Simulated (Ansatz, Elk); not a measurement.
# CsK3H4: X-ray structure factors from the self-consistent density

The structure of CsK3H4 used here is made up (a known structure type with other elements) and was relaxed beforehand with PBEsol. The aim is the Fourier transform of its all-electron density, F(hkl), set beside the sum over free spherical atoms that refinements use.

Calculated with Elk 11.2.3 (patched build); DFT, PBE, all-electron APW+lo, Dirac cores, scalar-relativistic bands, static density, no spin.

The structure was built from a prototype and need not be the compound's stable phase.

## Step 1: Starting point

Symmetry: Pm-3m, No. 221, cubic system. Conventional cell: a = 5.842 Å, b = 5.842 Å, c = 5.842 Å, α = 90.00°, β = 90.00°, γ = 90.00°. Nearest to Cs lie 6 H at 2.92 Å. K has 6 H at 2.92 Å nearest. Nearest to H lie 4 K at 2.92 Å and 2 Cs at 2.92 Å. Nearest to H lie 6 K at 2.92 Å. Farther neighbours are not listed.

## Step 2: Ground state and structure factors

An all-electron density is needed, since X-rays see the cores too. Task 0 finds the density and task 195 Fourier-transforms it; tshift is off so that phases refer to the origin typed.

Contents of elk.in:

```
tasks
  0
  195

xctype
  20

spinpol
  .false.

rgkmax
  7.0

gmaxvr
  14.0

lmaxo
  7

lmaxapw
  8

swidth
  0.002

tshift
  .false.

ramdisk
  .false.

hmaxvr
  5.5

maxscl
  120

epspot
  1e-06

sppath
  './'

avec
  11.03978002006 0.00000000000 0.00000000000
  0.00000000000 11.03978002006 0.00000000000
  0.00000000000 0.00000000000 11.03978002006

atoms
  3
  'Cs.in'
  1
  0.5000000000 0.5000000000 0.5000000000   0.000000 0.000000 0.000000
  'K.in'
  3
  0.5000000000 0.0000000000 0.0000000000   0.000000 0.000000 0.000000
  0.0000000000 0.5000000000 0.0000000000   0.000000 0.000000 0.000000
  0.0000000000 0.0000000000 0.5000000000   0.000000 0.000000 0.000000
  'H.in'
  4
  0.0000000000 0.5000000000 0.5000000000   0.000000 0.000000 0.000000
  0.5000000000 0.0000000000 0.5000000000   0.000000 0.000000 0.000000
  0.5000000000 0.5000000000 0.0000000000   0.000000 0.000000 0.000000
  0.0000000000 0.0000000000 0.0000000000   0.000000 0.000000 0.000000

ngridk
  4 4 4
```

Started as:

```bash
OMP_NUM_THREADS=4 elk
```

Numbers of over 12 decimals in the logs are rounded to 6 here.

The log of the run:

```text
┌─────────────────────────┐
│ Elk code version 11.2.3 │
└─────────────────────────┘

All units are atomic (Hartree, Bohr, etc.)

┌─────────────────────────────────────────────────┐
│ Ground-state run starting from atomic densities │
└─────────────────────────────────────────────────┘

Lattice vectors :
   11.03978002       0.000000000       0.000000000
   0.000000000       11.03978002       0.000000000
   0.000000000       0.000000000       11.03978002

Reciprocal lattice vectors :
  0.5691404444       0.000000000       0.000000000
   0.000000000      0.5691404444       0.000000000
   0.000000000       0.000000000      0.5691404444

Unit cell volume      :    1345.492431
Brillouin zone volume :   0.1843564540

Muffin-tin inner radius fraction :   0.1000000000E-01

Nuclei treated as point charges

Species : 1 (Cs)
 parameters loaded from : Cs.in
 name : caesium
 nuclear charge    :   -55.00000000
 electronic charge :    55.00000000
 atomic mass :    242271.8146
 muffin-tin radius :    2.800000000
 number of radial points in muffin-tin :   1393
 inner part over the whole radius :   0.9975634425E-02
 number on inner part of muffin-tin    :    996
 approximate nuclear radius :   0.9115647269E-04
 number of mesh points to nuclear radius :    503
 atomic positions (lattice), magnetic fields (Cartesian) :
  1 :   0.50000000  0.50000000  0.50000000    0.00000000  0.00000000  0.00000000

Species : 2 (K)
 parameters loaded from : K.in
 name : potassium
 nuclear charge    :   -19.00000000
 electronic charge :    19.00000000
 atomic mass :    71271.84090
 muffin-tin radius :    2.400000000
 number of radial points in muffin-tin :    993
 inner part over the whole radius :   0.9891652203E-02
 number on inner part of muffin-tin    :    697
 approximate nuclear radius :   0.6514746337E-04
 number of mesh points to nuclear radius :    319
 atomic positions (lattice), magnetic fields (Cartesian) :
  1 :   0.50000000  0.00000000  0.00000000    0.00000000  0.00000000  0.00000000
  2 :   0.00000000  0.50000000  0.00000000    0.00000000  0.00000000  0.00000000
  3 :   0.00000000  0.00000000  0.50000000    0.00000000  0.00000000  0.00000000

Species : 3 (H)
 parameters loaded from : H.in
 name : hydrogen
 nuclear charge    :   -1.000000000
 electronic charge :    1.000000000
 atomic mass :    1837.362221
 muffin-tin radius :    1.400000000
 number of radial points in muffin-tin :    393
 inner part over the whole radius :   0.9705542320E-02
 number on inner part of muffin-tin    :    258
 approximate nuclear radius :   0.2766748019E-04
 number of mesh points to nuclear radius :     78
 atomic positions (lattice), magnetic fields (Cartesian) :
  1 :   0.00000000  0.50000000  0.50000000    0.00000000  0.00000000  0.00000000
  2 :   0.50000000  0.00000000  0.50000000    0.00000000  0.00000000  0.00000000
  3 :   0.50000000  0.50000000  0.00000000    0.00000000  0.00000000  0.00000000
  4 :   0.00000000  0.00000000  0.00000000    0.00000000  0.00000000  0.00000000

Total number of atoms per unit cell :    8
Total muffin-tin volume :    311.6459912
 ratio of muffin-tin to unit cell volume :   0.2316222552

Spin treatment :
 spin-unpolarised

Number of Bravais lattice symmetries :   48
Number of crystal symmetries         :   48
Crystal has inversion symmetry
Real symmetric eigensolver will be used

k-point grid :      4     4     4
k-point offset :    0.000000000       0.000000000       0.000000000
k-point set is reduced with full crystal symmetry group
Total number of k-points :       10

Muffin-tin radius times maximum |G+k| :    7.000000000
 using average radius
Maximum |G+k| for APW functions       :    3.589743590
Maximum (1/2)|G+k|²                   :    6.443129520
Maximum |G| for potential and density :    14.00000000
Constant for pseudocharge density :   10
 order of it for each species :   17  17  17
 order of it for pair densities of each species (exact exchange by exxq0 0: 18) :   17  15   4
Radial integration step length :    1

[...]
at k-point 10

Charges :
 core                        :    66.00000000
 valence                     :    50.00000000
 interstitial                :    7.039038982
 muffin-tins (core leakage)
  species : 1 (Cs)
   atom 1                    :    52.91858207     (  0.1224871212E-04)
  species : 2 (K)
   atom 1                    :    17.52162880     ( -0.1023713718E-06)
[...]
species : 3 (H)
   atom 1                    :   0.8776373274     (   0.000000000    )
   atom 2                    :   0.8776373274     (   0.000000000    )
[...]
total in muffin-tins        :    108.9609610
 total calculated charge     :    115.9997583
 total charge                :    116.0000000
 error                       :   0.2416856256E-03

RMS change in Kohn-Sham potential (target) :    136.1845638     (  0.1000000000E-05)
Absolute change in total energy (target)   :    1.172308566     (  0.1000000000E-03)

[... loops 3 to 17 left out ...]

┌──────────────────┐
│ Loop number : 18 │
└──────────────────┘

Energies :
 Fermi                       :     0.84149104141509E-01
 sum of occupied eigenvalues :     -5831.0714208973
 electron kinetic            :      10116.555736245
 core electron kinetic       :      9771.0945602125
 Coulomb                     :     -19421.068494661
 Coulomb potential           :     -15564.273166829
 nuclear-nuclear             :     -762.34350963656
 electron-nuclear            :     -21761.937115230
 Hartree                     :      3103.2121302064
 Madelung                    :     -11638.931911246
 xc potential                :     -383.35399031324
 exchange                    :     -289.20328007455
 correlation                 :     -5.328113
 electron entropic           :    -0.46606469764216E-11
 total energy                :     -9599.0441515093

Density of states at Fermi energy :   0.5047128120E-07
 (states/Hartree/unit cell)

Estimated indirect band gap :   0.9414708391E-01
 from k-point 10 to k-point 10
Estimated direct band gap   :   0.9414708391E-01
 at k-point 10

Charges :
 core                        :    66.00000000
 valence                     :    50.00000000
 interstitial                :    7.283866889
 muffin-tins (core leakage)
  species : 1 (Cs)
[...]
species : 2 (K)
[...]
species : 3 (H)
[...]
total in muffin-tins        :    108.7161331
 total calculated charge     :    115.9997860
 total charge                :    116.0000000
 error                       :   0.2140219960E-03

RMS change in Kohn-Sham potential (target) :   0.2776220527E-06 (  0.1000000000E-05)
Absolute change in total energy (target)   :   0.1815147698E-05 (  0.1000000000E-03)

Convergence targets achieved

┌──────────────────┐
│ Loop number : 19 │
└──────────────────┘

Energies :
 Fermi                       :     0.84149103959237E-01
 sum of occupied eigenvalues :     -5831.0714210008
 electron kinetic            :      10116.555736259
 core electron kinetic       :      9771.0945602228
 Coulomb                     :     -19421.068494741
 Coulomb potential           :     -15564.273166866
 nuclear-nuclear             :     -762.34350963656
 electron-nuclear            :     -21761.937115349
 Hartree                     :      3103.2121302452
 Madelung                    :     -11638.931911308
 xc potential                :     -383.35399039393
 exchange                    :     -289.20328007854
 correlation                 :     -5.328113
 electron entropic           :    -0.46606469547112E-11
 total energy                :     -9599.0441515786

Density of states at Fermi energy :   0.5047128099E-07
 (states/Hartree/unit cell)

Estimated indirect band gap :   0.9414708577E-01
 from k-point 10 to k-point 10
Estimated direct band gap   :   0.9414708577E-01
 at k-point 10

Charges :
 core                        :    66.00000000
 valence                     :    50.00000000
 interstitial                :    7.283866888
 muffin-tins (core leakage)
  species : 1 (Cs)
[...]
species : 2 (K)
   atom 1                    :    17.59092180     ( -0.1017973439E-06)
   atom 2                    :    17.59092180     ( -0.1017973439E-06)
   atom 3                    :    17.59092180     ( -0.1017973439E-06)
  species : 3 (H)
[...]
atom 2                    :   0.7234845658     (   0.000000000    )
   atom 3                    :   0.7234845658     (   0.000000000    )
   atom 4                    :   0.7065622669     (   0.000000000    )
 total in muffin-tins        :    108.7161331
 total calculated charge     :    115.9997860
 total charge                :    116.0000000
 error                       :   0.2140219927E-03

┌──────────────────────────────┐
│ Self-consistent loop stopped │
└──────────────────────────────┘

Wrote STATE.OUT
```

The job ended after 89 s (4 threads of Arm Neoverse V1, shared host; peak memory 0.45 GiB).

SFACRHO.OUT:

```text

h k l indices transformed by vhmat matrix:
   1.000000000       0.000000000       0.000000000    
   0.000000000       1.000000000       0.000000000    
   0.000000000       0.000000000       1.000000000    

      h      k      l  multipl.   |H|            Re(F)            Im(F)           |F|

      0      0      0      1   0.0000000       116.00000      0.35305418E-15   116.00000    
      1      0      0      6  0.56914044      -34.440736      0.37649330E-13   34.440736    
      0     -1     -1     12  0.80488614       33.151049      0.37495920E-13   33.151049    
     -1     -1     -1      8  0.98578017      -89.671958     -0.12230670E-12   89.671958    
      0      2      0      6   1.1382809       93.096953     -0.68479491E-13   93.096953    
     -1     -2      0     24   1.2726367      -30.506781     -0.86818457E-13   30.506781    
      1     -1     -2     24   1.3941037       29.812110      0.62746003E-13   29.812110    
      0     -2      2     12   1.6097723       80.561853      0.15087246E-13   80.561853    
     -1      2     -2     24   1.7074213      -28.238772     -0.12313507E-13   28.238772    
     -3      0      0      6   1.7074213      -28.220504     -0.23017412E-13   28.220504    
      0     -1      3     24   1.7997801       27.775295     -0.11547602E-13   27.775295    
     -3      1      1     24   1.8876253      -71.654945      0.19954115E-13   71.654945    
     -2     -2      2      8   1.9715603       72.512374      0.57051746E-13   72.512374    
      3      0     -2     24   2.0520651      -26.675688      0.62297816E-14   26.675688    
     -1     -2      3     48   2.1295285       26.337927      0.69178602E-13   26.337927    
      0      0      4      6   2.2765618       66.886610     -0.10519916E-12   66.886610    
     -1      0      4     24   2.3466262      -25.437400     -0.15570210E-13   25.437400    
     -3     -2      2     24   2.3466262      -25.447672     -0.80372220E-13   25.447672
```

Elk indexes on the primitive cell of elk.in and gives |H| = 4π sin θ/λ in inverse bohr. Below, one row stands for each form hkl of the conventional cell (m members, Friedel mates merged), F is for one primitive cell and the density is static (no thermal factor). Free-atom factors are Waasmaier and Kirfel's, and R is Σm||F|−|F'||/Σm|F|.

| hkl | m | sin θ/λ (Å⁻¹) | abs F, DFT | neutral atoms | diff. |
| --- | --- | --- | --- | --- | --- |
| 100 | 6 | 0.086 | 34.441 | 34.331 | +0.110 |
| 110 | 12 | 0.121 | 33.151 | 33.130 | +0.021 |
| 111 | 8 | 0.148 | 89.672 | 90.720 | -1.048 |
| 200 | 6 | 0.171 | 93.097 | 91.938 | +1.159 |
| 210 | 24 | 0.191 | 30.507 | 30.483 | +0.024 |
| 211 | 24 | 0.210 | 29.812 | 29.814 | -0.002 |
| 220 | 12 | 0.242 | 80.562 | 80.128 | +0.434 |
| 221 | 24 | 0.257 | 28.239 | 28.218 | +0.021 |
| 300 | 6 | 0.257 | 28.221 | 28.218 | +0.002 |
| 310 | 24 | 0.271 | 27.775 | 27.785 | -0.010 |
| 311 | 24 | 0.284 | 71.655 | 71.759 | -0.104 |
| 222 | 8 | 0.296 | 72.512 | 72.299 | +0.213 |
| 320 | 24 | 0.309 | 26.676 | 26.674 | +0.001 |
| 321 | 48 | 0.320 | 26.338 | 26.349 | -0.011 |

## Step 3: The highest occupied states alone

An energy window below the Fermi level keeps the highest occupied states, to see at which angles they scatter; shallow core shells can lie inside it and anion s states outside. No new self-consistency is needed.

Edit elk.in of step 2 so:

```diff
@@ -1,3 +1,2 @@
 tasks
-  0
   195
@@ -40,2 +39,5 @@
 
+wsfac
+  -0.356840 0.384150
+
 sppath
```

Started as:

```bash
OMP_NUM_THREADS=4 elk
```

The log of the run:

```text
┌─────────────────────────────────┐
│ Elk code version 11.2.3 started │
└─────────────────────────────────┘

Info(readinput): the functional depends on the density's gradient
 muffin-tin radial points multiplied by    2.00000
 (not where nrmtscf is given)

┌────────────────────┐
│ Current task : 195 │
└────────────────────┘

Info(sfacrho): density structure factors written to SFACRHO.OUT

 Energy window :  -0.3568400000      0.3841500000

┌──────────────────┐
│ Elk code stopped │
└──────────────────┘
```

The job ended after 28 s (4 threads; peak memory 0.22 GiB).

States within 12 eV below the Fermi level hold 14.00 electrons; any levels below the window count with the cores. Their amplitudes can exceed the total, where window and core parts have opposite phase:

| hkl | sin θ/λ (Å⁻¹) | abs F, window | abs F, all |
| --- | --- | --- | --- |
| 100 | 0.086 | 4.552 | 34.441 |
| 110 | 0.121 | 3.423 | 33.151 |
| 111 | 0.148 | 1.106 | 89.672 |
| 200 | 0.171 | 5.315 | 93.097 |
| 210 | 0.191 | 1.428 | 30.507 |
| 211 | 0.210 | 0.985 | 29.812 |
| 220 | 0.242 | 2.357 | 80.562 |
| 221 | 0.257 | 0.227 | 28.239 |
| 300 | 0.257 | 0.212 | 28.221 |
| 310 | 0.271 | 0.048 | 27.775 |

## Step 4: Another functional

The difference from free atoms is small, so it is set against the change that LDA (Perdew-Wang) makes.

Edit elk.in of step 3 so:

```diff
@@ -1,2 +1,3 @@
 tasks
+  0
   195
@@ -4,3 +5,3 @@
 xctype
-  20
+  3
 
@@ -39,5 +40,2 @@
 
-wsfac
-  -0.356840 0.384150
-
 sppath
```

Started as:

```bash
OMP_NUM_THREADS=4 elk
```

The log of the run:

```text
┌─────────────────────────┐
│ Elk code version 11.2.3 │
└─────────────────────────┘

All units are atomic (Hartree, Bohr, etc.)

┌─────────────────────────────────────────────────┐
│ Ground-state run starting from atomic densities │
└─────────────────────────────────────────────────┘

Lattice vectors :
   11.03978002       0.000000000       0.000000000
   0.000000000       11.03978002       0.000000000
   0.000000000       0.000000000       11.03978002

Reciprocal lattice vectors :
  0.5691404444       0.000000000       0.000000000
[...]
atom 2                    :    17.57926710     ( -0.3353687683E-05)
   atom 3                    :    17.57926710     ( -0.3353687683E-05)
  species : 3 (H)
[...]
atom 3                    :   0.6893552125     (   0.000000000    )
   atom 4                    :   0.6713910069     (   0.000000000    )
 total in muffin-tins        :    108.5300610
 total calculated charge     :    115.9998105
 total charge                :    116.0000000
 error                       :   0.1894731580E-03

┌──────────────────────────────┐
│ Self-consistent loop stopped │
└──────────────────────────────┘

Wrote STATE.OUT
[key lines of the parts left out:]
total energy                :     -9588.3517715285
```

It took 58 s on 4 threads; peak memory 0.41 GiB.

Against the first run R = 0.06 %; the largest change is -0.209 at 200.

## Step 5: A coarser k-mesh

About half the k-points along each axis test the sampling.

Edit elk.in of step 4 so:

```diff
@@ -5,3 +5,3 @@
 xctype
-  3
+  20
 
@@ -66,2 +66,2 @@
 ngridk
-  4 4 4
+  2 2 2
```

Started as:

```bash
OMP_NUM_THREADS=4 elk
```

The log of the run:

```text
┌─────────────────────────┐
│ Elk code version 11.2.3 │
└─────────────────────────┘

All units are atomic (Hartree, Bohr, etc.)

┌─────────────────────────────────────────────────┐
│ Ground-state run starting from atomic densities │
└─────────────────────────────────────────────────┘

Lattice vectors :
   11.03978002       0.000000000       0.000000000
   0.000000000       11.03978002       0.000000000
   0.000000000       0.000000000       11.03978002

Reciprocal lattice vectors :
  0.5691404444       0.000000000       0.000000000
[...]
atom 2                    :    17.59075130     ( -0.1017703912E-06)
   atom 3                    :    17.59075130     ( -0.1017703912E-06)
  species : 3 (H)
[...]
atom 3                    :   0.7267650016     (   0.000000000    )
   atom 4                    :   0.7067049274     (   0.000000000    )
 total in muffin-tins        :    108.7288332
 total calculated charge     :    115.9997938
 total charge                :    116.0000000
 error                       :   0.2061791077E-03

┌──────────────────────────────┐
│ Self-consistent loop stopped │
└──────────────────────────────┘

Wrote STATE.OUT
[key lines of the parts left out:]
total energy                :     -9599.0396039077
```

Wall time 68 s (4 threads); peak memory 0.44 GiB; 2.3 min of CPU time.

Against the first run R = 0.00 %; the largest change is +0.015 at 200.

## Step 6: Settings against the effect

| run | R against the first run (%) | R against neutral atoms, low angle (%) | wall time |
| --- | --- | --- | --- |
| PBE, rgkmax 7 | 0.00 | 0.33 | 89 s |
| LDA (Perdew-Wang) | 0.06 | 0.27 | 58 s |
| k-mesh 2×2×2 | 0.00 | 0.35 | 68 s |

## Step 7: Outcome

```
R against neutral atoms, sin θ/λ < 0.3 Å⁻¹ : 0.33 %
R against neutral atoms, 0.3 to 0.83 Å⁻¹   : 0.12 %
```

In words: Independent neutral atoms miss the calculated amplitudes by R = 0.33 % below 0.3 Å⁻¹ and 0.12 % from there to 0.83 Å⁻¹; by shells, 0.70 % below 0.15 Å⁻¹ (3 forms), 0.26 % 0.15 to 0.3 (9 forms), 0.10 % 0.3 to 0.45 (18 forms), 0.13 % above 0.45 (99 forms). Bonding, aspherical density and the tables' own atoms all enter these figures, and the runs don't part them. The largest change of an amplitude is +1.16 electrons, at 200. The window's part falls from 14.0 electrons at the origin to at most 0.35 between 0.45 and 0.83 Å⁻¹. The window holds more than the 8 outer electrons of the free atoms, so shallow core shells lie inside it. Below 0.3 Å⁻¹ the changes that finished (LDA (Perdew-Wang) and k-mesh 2×2×2) move F by R = 0.10 % at most, against the 0.33 % that separates it from free atoms. The basis has no finished test. Part of the difference isn't bonding: the tables are fits to free atoms and ions calculated by other methods than this functional. Thermal motion, anomalous dispersion and extinction are left out.

[Logs are printed without paths, hosts, clocks, repeated set-up lines and the standing remarks that a program may print on its own settings, such as how far it seeks lower states.]

[Hosts, paths, dates, database ids (printed as entryN), source tags and the programs' standing remarks are cut or masked in the printed files.]
